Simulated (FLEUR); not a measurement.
## Anisotropy of Co (c factor at fixed volume 1.06 on the database's cell) with FLEUR

Wanted: anisotropy for Co (c factor at fixed volume 1.06 on the database's cell), with the cost of each step.

Method: PBE; all-electron FLAPW, Dirac cores, scalar-relativistic bands, in FLEUR MaX-R8.1.

## 1. The structure

The structure is hexagonal, space group P6_3/mmc (No. 194). The conventional cell has a = 2.435 Å, b = 2.435 Å, c = 4.314 Å, α = 90.00°, β = 90.00°, γ = 120.00°. Nearest to Co lie 12 Co at 2.44 to 2.57 Å.

Coordinates:

```xyz
2
Lattice="2.4354 0.0000 0.0000 -1.2177 2.1091 0.0000 0.0000 0.0000 4.3141" Properties=species:S:1:pos:R:3 pbc="T T T"
Co    0.0000    1.4061    1.0785
Co    1.2177    0.7030    3.2356
```

The cell is strained on purpose: c factor at fixed volume 1.06 on the database's cell.

## 2. Self-consistent state

The force theorems are single passes in this state's potential, so it has to be converged first.

No symmetry is used, so that later steps may turn the spins freely; k and −k are joined. inpgen writes inp.xml from crystal.txt; cutoffs, mixing, functional, smearing and local orbitals are then set in the file. The k list scf (kpts.xml, not shown) is a Γ-centred 14×14×8 mesh; where the ranks do not divide the number of points, some are split in two of half the weight.

inp.xml reads:

```
<?xml version="1.0" encoding="UTF-8" standalone="no"?>
<fleurInput fleurInputVersion="0.39">
   <comment>
      Co
   </comment>
   <calculationSetup>
      <cutoffs Kmax="3.66" Gmax="11.0" GmaxXC="11.0" numbands="0"/>
      <scfLoop itmax="110" minDistance="0.00002" maxIterBroyd="15" imix="Anderson" alpha="0.05" precondParam="0.0" spinf="2.0" sdNocoIR="T"/>
      <coreElectrons ctail="F" frcor="F" kcrel="0" coretail_lmax="0"/>
      <xcFunctional name="pbe" relativisticCorrections="F"/>
      <magnetism jspins="2" l_noco="F" l_ss="F">
         <qss>0.0 0.0 0.0</qss>
         <mtNocoParams l_mperp="F" l_mtNocoPot="F" l_relaxSQA="F" mag_mixing_scheme="0" mix_RelaxWeightOffD="1.0" l_constrained="F" mix_constr="1.0"/>
         <sourceFreeMag l_sourceFree="F" l_scaleMag="F" mag_scale="1.0"/>
      </magnetism>
      <soc l_soc="F" theta="0.0" phi="0.0" spav="F"/>
      <expertModes spex="0" secvar="F"/>
      <geometryOptimization l_f="F" forcealpha="1.0" forcemix="BFGS" epsdisp="0.00001" epsforce="0.00001"/>
      <ldaU l_linMix="F" mixParam="0.05" spinf="1.0"/>
   </calculationSetup>
   <cell>
      <bzIntegration valenceElectrons="34.0" mode="hist" fermiSmearingEnergy="0.00183747">
         <kPointListSelection listName="scf"/>
         <xi:include xmlns:xi="http://www.w3.org/2001/XInclude" href="kpts.xml"> </xi:include>
      </bzIntegration>
      <xi:include xmlns:xi="http://www.w3.org/2001/XInclude" href="sym.xml"> </xi:include>
      <bulkLattice scale="1.0">
         <bravaisMatrix>
            <row-1>    4.6022431071265570     0.0000000041385002     0.0000000000000000</row-1>
            <row-2>   -2.3011215571348611     3.9856594430855923     0.0000000000000000</row-2>
            <row-3>    0.0000000000000000     0.0000000000000000     8.1524561357801115</row-3>
         </bravaisMatrix>
      </bulkLattice>
   </cell>
   <atomSpecies>
      <species name="Cobalt (Co2.000" element="Co" atomicNumber="27">
         <mtSphere radius="2.24" gridPoints="741" logIncrement="0.016"/>
         <atomicCutoffs lmax="8" lnonsphr="6"/>
         <electronConfig flipSpins="F">
            <coreConfig>(1s1/2) (2s1/2) (2p1/2) (2p3/2)</coreConfig>
            <valenceConfig>(3s1/2) (3p1/2) (3p3/2) (4s1/2) (3d3/2) (3d5/2)</valenceConfig>
            <stateOccupation state="(3d3/2)" spinUp="1.5" spinDown="1.3"/>
            <stateOccupation state="(3d5/2)" spinUp="3.0" spinDown="1.2"/>
         </electronConfig>
         <energyParameters s="4" p="4" d="3" f="4"/>
         <lo type="SCLO" l="0" n="3" eDeriv="0"/>
         <lo type="SCLO" l="1" n="3" eDeriv="0"/>
      </species>
   </atomSpecies>
   <atomGroups>
      <atomGroup species="Cobalt (Co2.000">
         <relPos label="                   1">1.000/3.000 -1.000/3.000 1.000/4.000</relPos>
         <force calculate="T" relaxXYZ="TTT"/>
         <nocoParams  alpha="0.0" beta="0.0"/>
      </atomGroup>
      <atomGroup species="Cobalt (Co2.000">
         <relPos label="                   2">-1.000/3.000 1.000/3.000 -1.000/4.000</relPos>
         <force calculate="T" relaxXYZ="TTT"/>
         <nocoParams  alpha="0.0" beta="0.0"/>
      </atomGroup>
   </atomGroups>
   <output dos="F" band="F" slice="F">
      <bandDOS minEnergy="-.5*Htr" maxEnergy="0.5*Htr" sigma="0.015" storeEVData="T"/>
      <plotting iplot="0" polar="F">
         <plot TwoD="T" vec1="  1.0  0.0  0.0" vec2="  0.0  1.0  0.0" vec3="  0.0  0.0  1.0" zero="  0.0  0.0  0.0" file="plot"/>
      </plotting>
      <moessbauerParams electricFieldGradient="F" isomerShift="F" coreHyperfine="F" valenceHyperfine="F"/>
   </output>
</fleurInput>
```

crystal.txt reads:

```
Co
&input film=F cartesian=F /
2.43540217136  0.00000000219  0.00000000000
-1.21770108757  2.10912014773  0.00000000000
0.00000000000  0.00000000000  4.31409400000
1.8897261246
1.0 1.0 1.0

2
27 0.33333333333  0.66666666667  0.25000000000 : 2.000
27 0.66666666667  0.33333333333  0.75000000000 : 2.000

&kpt div1=14 div2=14 div3=8 gamma=T /
```

Run with:

```
> OMP_NUM_THREADS=1 inpgen -f crystal.txt -nosym -noco > inpgen.log  # inp.xml is then edited as shown
> OMP_NUM_THREADS=1 mpirun -n 8 fleur_MPI > fleur.log
```

The log of the run:

```text
Welcome to FLEUR        (www.flapw.de)
      MaX-Release 8.1          (www.max-centre.eu)

 ========== k-point set info ==========
 Selected k-point list: scf
 k-point list type: mesh
 0 x 0 x 0
 Number of k points: 792

 ------------Calculation Setup---------------------------
 Number of MPI-tasks      :            8
 Number of PE/node        :            8
 Number of OMP-threads    :            1
 k-points in parallel     :            8
 pe's per k-point         :            1
 No of k-point loops      :           99
 Eigenvalue solver        :       lapack
 Number of basis functions:          147
 Approximate size of matrices (H+S) per k-point:         0.001 GB
 --------------------------------------------------------
 Iteration:     1   Distance:       8.65155672 me/bohr^3
 Iteration:     2   Distance:       7.24271174 me/bohr^3
 Iteration:     3   Distance:       4.13687297 me/bohr^3
 Iteration:     4   Distance:       2.41362657 me/bohr^3
 Iteration:     5   Distance:       1.10897512 me/bohr^3
 Iteration:     6   Distance:       0.35393904 me/bohr^3
 Iteration:     7   Distance:       0.27501365 me/bohr^3
 Iteration:     8   Distance:       0.04184968 me/bohr^3
 Iteration:     9   Distance:       0.03572228 me/bohr^3
 Iteration:    10   Distance:       0.01590602 me/bohr^3
 Iteration:    11   Distance:       0.01191283 me/bohr^3
 Iteration:    12   Distance:       0.00621490 me/bohr^3
 Iteration:    13   Distance:       0.00512930 me/bohr^3
 Iteration:    14   Distance:       0.00194597 me/bohr^3
 Iteration:    15   Distance:       0.00184977 me/bohr^3
 Iteration:    16   Distance:       0.00178439 me/bohr^3
 Iteration:    17   Distance:       0.00108100 me/bohr^3
 Iteration:    18   Distance:       0.00079438 me/bohr^3
 Iteration:    19   Distance:       0.00023953 me/bohr^3
 Iteration:    20   Distance:       0.00003384 me/bohr^3
 Iteration:    21   Distance:       0.00000965 me/bohr^3

 ********************************************************************
 Run finished successfully
 Stop message:
   all done
 ********************************************************************

--- out.xml (last complete iteration) ---
<iteration numberForCurrentRun="   21" overallNumber="   21">
         <energyParameters units="Htr">
            <atomicEP atomType="1" spin="1" branch="4s" branchLowest="-3.17" branchHighest="1.90" value="0.1984774196"/>
            <atomicEP atomType="1" spin="1" branch="4p" branchLowest="-1.81" branchHighest="2.51" value="0.3352610218"/>
            <atomicEP atomType="1" spin="1" branch="3d" branchLowest="-9.99" branchHighest="0.39" value="0.2614158781"/>
            <atomicEP atomType="1" spin="1" branch="4f" branchLowest="-9.99" branchHighest="3.71" value="0.6522847410"/>
            <loAtomicEP atomType="1" spin="1" branch="3s" branchLowest="-32.43" branchHighest="-3.17" value="-3.1778513967"/>
            <loAtomicEP atomType="1" spin="1" branch="3p" branchLowest="-27.68" branchHighest="-1.81" value="-1.8281224075"/>
            <atomicEP atomType="2" spin="1" branch="4s" branchLowest="-3.17" branchHighest="1.90" value="0.1984774196"/>
            <atomicEP atomType="2" spin="1" branch="4p" branchLowest="-1.81" branchHighest="2.51" value="0.3352610218"/>
            <atomicEP atomType="2" spin="1" branch="3d" branchLowest="-9.99" branchHighest="0.39" value="0.2614158783"/>
            <atomicEP atomType="2" spin="1" branch="4f" branchLowest="-9.99" branchHighest="3.71" value="0.6522847411"/>
            <loAtomicEP atomType="2" spin="1" branch="3s" branchLowest="-32.43" branchHighest="-3.17" value="-3.1778513965"/>
            <loAtomicEP atomType="2" spin="1" branch="3p" branchLowest="-27.68" branchHighest="-1.81" value="-1.8281224073"/>
            <atomicEP atomType="1" spin="2" branch="4s" branchLowest="-3.09" branchHighest="1.95" value="0.1889704061"/>
            <atomicEP atomType="1" spin="2" branch="4p" branchLowest="-1.73" branchHighest="2.56" value="0.3208288514"/>
            <atomicEP atomType="1" spin="2" branch="3d" branchLowest="-9.99" branchHighest="0.46" value="0.3135848495"/>
            <atomicEP atomType="1" spin="2" branch="4f" branchLowest="-9.99" branchHighest="3.76" value="0.6343931954"/>
            <loAtomicEP atomType="1" spin="2" branch="3s" branchLowest="-32.39" branchHighest="-3.09" value="-3.1019095976"/>
            <loAtomicEP atomType="1" spin="2" branch="3p" branchLowest="-27.65" branchHighest="-1.73" value="-1.7542299249"/>
            <atomicEP atomType="2" spin="2" branch="4s" branchLowest="-3.09" branchHighest="1.95" value="0.1889704062"/>
            <atomicEP atomType="2" spin="2" branch="4p" branchLowest="-1.73" branchHighest="2.56" value="0.3208288515"/>
            <atomicEP atomType="2" spin="2" branch="3d" branchLowest="-9.99" branchHighest="0.46" value="0.3135848497"/>
            <atomicEP atomType="2" spin="2" branch="4f" branchLowest="-9.99" branchHighest="3.76" value="0.6343931954"/>
            <loAtomicEP atomType="2" spin="2" branch="3s" branchLowest="-32.39" branchHighest="-3.09" value="-3.1019095974"/>
            <loAtomicEP atomType="2" spin="2" branch="3p" branchLowest="-27.65" branchHighest="-1.73" value="-1.7542299247"/>
         </energyParameters>
         <bandgap value="0.0032186083" units="eV"/>
         <sumValenceSingleParticleEnergies value="-29.3097118256" units="Htr"/>
         <FermiEnergy value="0.3546952626" units="Htr"/>
         <valenceDensity>
            <mtCharges spin="1">
               <mtCharge atomType="1" total="8.7960583" s="1.1947800" p="3.1664113" d="4.4181507" f="0.0126737"/>
               <mtCharge atomType="2" total="8.7960583" s="1.1947800" p="3.1664113" d="4.4181507" f="0.0126737"/>
            </mtCharges>
            <mtCharges spin="2">
               <mtCharge atomType="1" total="7.1048925" s="1.2025654" p="3.2043440" d="2.6821728" f="0.0122776"/>
               <mtCharge atomType="2" total="7.1048925" s="1.2025654" p="3.2043440" d="2.6821727" f="0.0122776"/>
            </mtCharges>
            <spinDependentCharge spin="1" total="18.6242199" interstitial="1.0321033" mtSpheres="17.5921166"/>
            <spinDependentCharge spin="2" total="15.3757801" interstitial="1.1659951" mtSpheres="14.2097850"/>
            <totalCharge value="34.0000000000"/>
         </valenceDensity>
         <coreStates atomType="     1" atomicNumber=" 27" spin="1" kinEnergy="    624.7505470444" eigValSum="   -393.8375427232" lostElectrons=" 0.000000">
            <state n="1" l="0" j="0.5" energy="-278.3618454218" weight="1.0000000000"/>
            <state n="2" l="0" j="0.5" energy="-32.4275014321" weight="1.0000000000"/>
            <state n="2" l="1" j="0.5" energy="-28.0456369531" weight="1.0000000000"/>
            <state n="2" l="1" j="1.5" energy="-27.5012794581" weight="2.0000000000"/>
         </coreStates>
         <coreStates atomType="     1" atomicNumber=" 27" spin="2" kinEnergy="    625.1123455055" eigValSum="   -393.7204091255" lostElectrons=" 0.000000">
            <state n="1" l="0" j="0.5" energy="-278.3621644374" weight="1.0000000000"/>
            <state n="2" l="0" j="0.5" energy="-32.3914301811" weight="1.0000000000"/>
            <state n="2" l="1" j="0.5" energy="-28.0190723992" weight="1.0000000000"/>
            <state n="2" l="1" j="1.5" energy="-27.4738710539" weight="2.0000000000"/>
         </coreStates>
         <coreStates atomType="     2" atomicNumber=" 27" spin="1" kinEnergy="    624.7505470443" eigValSum="   -393.8375427218" lostElectrons=" 0.000000">
            <state n="1" l="0" j="0.5" energy="-278.3618454215" weight="1.0000000000"/>
            <state n="2" l="0" j="0.5" energy="-32.4275014318" weight="1.0000000000"/>
            <state n="2" l="1" j="0.5" energy="-28.0456369529" weight="1.0000000000"/>
            <state n="2" l="1" j="1.5" energy="-27.5012794578" weight="2.0000000000"/>
         </coreStates>
         <coreStates atomType="     2" atomicNumber=" 27" spin="2" kinEnergy="    625.1123455054" eigValSum="   -393.7204091241" lostElectrons=" 0.000000">
            <state n="1" l="0" j="0.5" energy="-278.3621644371" weight="1.0000000000"/>
            <state n="2" l="0" j="0.5" energy="-32.3914301808" weight="1.0000000000"/>
            <state n="2" l="1" j="0.5" energy="-28.0190723989" weight="1.0000000000"/>
            <state n="2" l="1" j="1.5" energy="-27.4738710537" weight="2.0000000000"/>
         </coreStates>
         <allElectronCharges>
            <spinDependentCharge spin="1" total="28.6242199" interstitial="1.0321033" mtSpheres="27.5921166"/>
            <spinDependentCharge spin="2" total="25.3757801" interstitial="1.1659951" mtSpheres="24.2097850"/>
            <totalCharge value="54.0000000007"/>
         </allElectronCharges>
         <magneticMomentsInMTSpheres units="muBohr">
            <globalMagMoment atomType="1" vec="0.00000   0.00000   1.69117"/>
            <localMagMoment atomType="1" vec="0.00000   0.00000   1.69117"/>
            <globalMagMoment atomType="2" vec="0.00000   0.00000   1.69117"/>
            <localMagMoment atomType="2" vec="0.00000   0.00000   1.69117"/>
         </magneticMomentsInMTSpheres>
         <moessbauerParams unitsHFF="kG" unitsIS="e/bohr^3" unitsEFG="Htr/bohr^2">
         </moessbauerParams>
         <totalEnergy value="    -2786.9464900306" units="Htr">
            <sumOfEigenvalues value="    -1604.4256155202">
               <coreElectrons value="-1575.1159036946"/>
               <valenceElectrons value="-29.3097118256"/>
            </sumOfEigenvalues>
            <densityCoulombPotentialIntegral value="-4277.5938921299"/>
            <densityEffectivePotentialIntegral value="-4432.6357552759"/>
            <chargeDenXCDenIntegral value="-119.3940477457"/>
            <FockExchangeEnergyValence value="0.0000000000"/>
            <FockExchangeEnergyCore value="0.0000000000"/>
            <atomTypeDependentContributions atomType="1">
               <electronNucleiInteractionDifferentMTs value="1667.5031088278"/>
               <MadelungTerm value="-10.9797091581"/>
            </atomTypeDependentContributions>
            <atomTypeDependentContributions atomType="2">
               <electronNucleiInteractionDifferentMTs value="1667.5031088323"/>
               <MadelungTerm value="-10.9797091574"/>
            </atomTypeDependentContributions>
            <tkbTimesEntropy value="0.0006962661"/>
            <freeEnergy value="-2786.9471862967"/>
            <extrapolationTo0K value="-2786.9468381636"/>
         </totalEnergy>
         <densityConvergence units="me/bohr^3">
            <chargeDensity spin="1" distance="0.0000046033"/>
            <chargeDensity spin="2" distance="0.0000057493"/>
            <overallChargeDensity distance="0.0000039272"/>
            <spinDensity distance="0.0000096472"/>
         </densityConvergence>
      </iteration>
```

Run time: 79 s. Hardware: 8 MPI ranks of Arm Neoverse V2, shared host; peak memory 0.75 GiB.

Read from the output:

| Quantity | Value |
| --- | --- |
| free energy | -75836.6963 eV |
| program's band gap on this mesh (in a metal only a level spacing) | 0.003219 eV |
| magnetization | 3.248 μB |
| final state | ferromagnetic |
| largest moment | 1.691 μB |

After 21 cycles the largest moment stands at 1.69 μB.

## 3. Energy against the direction of the moments, rung 1

Anisotropy is a small difference, so it is taken from sums over occupied states at a frozen potential, where most errors cancel.

One pass with spin–orbit coupling for each direction, from the saved density. Inversion lets half of the mesh serve, which the program's warning doesn't know. The k list mae (kpts.xml, not shown) is a Γ-centred 18×18×9 mesh.

inp.xml, as its differences from that of step 2:

```diff
@@ -6,4 +6,4 @@
    <calculationSetup>
-      <cutoffs Kmax="3.66" Gmax="11.0" GmaxXC="11.0" numbands="0"/>
-      <scfLoop itmax="110" minDistance="0.00002" maxIterBroyd="15" imix="Anderson" alpha="0.05" precondParam="0.0" spinf="2.0" sdNocoIR="T"/>
+      <cutoffs Kmax="3.66" Gmax="11.0" GmaxXC="11.0" numbands="74"/>
+      <scfLoop itmax="1" minDistance="0.00002" maxIterBroyd="15" imix="Anderson" alpha="0.05" precondParam="0.0" spinf="2.0" sdNocoIR="T"/>
       <coreElectrons ctail="F" frcor="F" kcrel="0" coretail_lmax="0"/>
@@ -15,3 +15,3 @@
       </magnetism>
-      <soc l_soc="F" theta="0.0" phi="0.0" spav="F"/>
+      <soc l_soc="T" theta="0.0" phi="0.0" spav="F"/>
       <expertModes spex="0" secvar="F"/>
@@ -22,3 +22,3 @@
       <bzIntegration valenceElectrons="34.0" mode="hist" fermiSmearingEnergy="0.00183747">
-         <kPointListSelection listName="scf"/>
+         <kPointListSelection listName="mae"/>
          <xi:include xmlns:xi="http://www.w3.org/2001/XInclude" href="kpts.xml"> </xi:include>
@@ -68,2 +68,5 @@
    </output>
+   <forceTheorem>
+      <MAE theta="0.0 1.5707963 1.5707963 0.7853982" phi="0.0 0.0 0.5235988 0.0"/>
+   </forceTheorem>
 </fleurInput>
```

Run with:

```
> OMP_NUM_THREADS=1 mpirun -n 8 fleur_MPI -warn_only > fleur.log
```

The log of the run:

```text
[banner, memory and clock lines left out]
Welcome to FLEUR        (www.flapw.de)
      MaX-Release 8.1          (www.max-centre.eu)
************FLEUR-Warning*****************
Error message: k-point set is not compatible to missing time-reversal symmetry in calculation.
Error occurred in subroutine: gen_bz
Error from PE:0/8
Other PEs with error messages:
     1-k-point set is not compatible to missing time-reversal symmetry in calculation.
     2-k-point set is not compatible to missing time-reversal symmetry in calculation.
     3-k-point set is not compatible to missing time-reversal symmetry in calculation.
     5-k-point set is not compatible to missing time-reversal symmetry in calculation.
     6-k-point set is not compatible to missing time-reversal symmetry in calculation.
     7-k-point set is not compatible to missing time-reversal symmetry in calculation.
*****************************************

 ========== k-point set info ==========
 Selected k-point list: mae
 k-point list type: mesh
 0 x 0 x 0
 Number of k points: 1464

************FLEUR-Warning*****************
Error message: k-point set is not compatible to missing time-reversal symmetry in calculation.
Error occurred in subroutine: gen_bz
Error from PE:1/8
Other PEs with error messages:
     2-k-point set is not compatible to missing time-reversal symmetry in calculation.
     3-k-point set is not compatible to missing time-reversal symmetry in calculation.
     5-k-point set is not compatible to missing time-reversal symmetry in calculation.
     6-k-point set is not compatible to missing time-reversal symmetry in calculation.
     7-k-point set is not compatible to missing time-reversal symmetry in calculation.
*****************************************
************FLEUR-Warning*****************
Error message: k-point set is not compatible to missing time-reversal symmetry in calculation.
Error occurred in subroutine: gen_bz
Error from PE:2/8
Other PEs with error messages:
     5-k-point set is not compatible to missing time-reversal symmetry in calculation.
     6-k-point set is not compatible to missing time-reversal symmetry in calculation.
     7-k-point set is not compatible to missing time-reversal symmetry in calculation.
*****************************************
 [... set-up left out ...]
 ********************************************************************
 Run finished successfully
 Stop message:
   Forcetheorem MAE
 ********************************************************************

--- out.xml (force theorem) ---
<Forcetheorem_MAE Angles="4" units="Htr">
            <Angle theta="0.0000000" phi="0.0000000" ev-sum="-29.311517826"/>
            <Angle theta="1.5707963" phi="0.0000000" ev-sum="-29.311524139"/>
            <Angle theta="1.5707963" phi="0.5235988" ev-sum="-29.311524118"/>
            <Angle theta="0.7853982" phi="0.0000000" ev-sum="-29.311520980"/>
         </Forcetheorem_MAE>
```

It took 47 s on 8 MPI ranks; peak memory 1.6 GiB.

Anisotropy energies, by row:

| axis | x | y | z | band energy less the first axis' (meV a cell) |
| --- | --- | --- | --- | --- |
| [001] | 0 | 0 | 1 | 0 |
| [100] | 1 | 0 | 0 | -0.1718 |
| [210] | 0.866 | 0.5 | 0 | -0.1712 |
| 45 degrees from [001] toward [100] | 0.7071 | 0 | 0.7071 | -0.08582 |

Indices are those of the standard conventional cell; x, y, z give the same directions in the axes of the input.

(Part 1 of 2 ends here.)

[Logs and program files are shortened in this print: banners, set-up blocks, solver, clock and traceback lines can be left out without a mark of their own.]

[Logs are printed without paths, hosts, clocks, repeated set-up lines and the standing remarks that a program may print on its own settings, such as how far it seeks lower states.]

[Hosts, paths, dates, database ids (printed as entryN), source tags and the programs' standing remarks are cut or masked in the printed files.]

[Where a cell is said to come from a database of computed structures, the database is the Materials Project.]
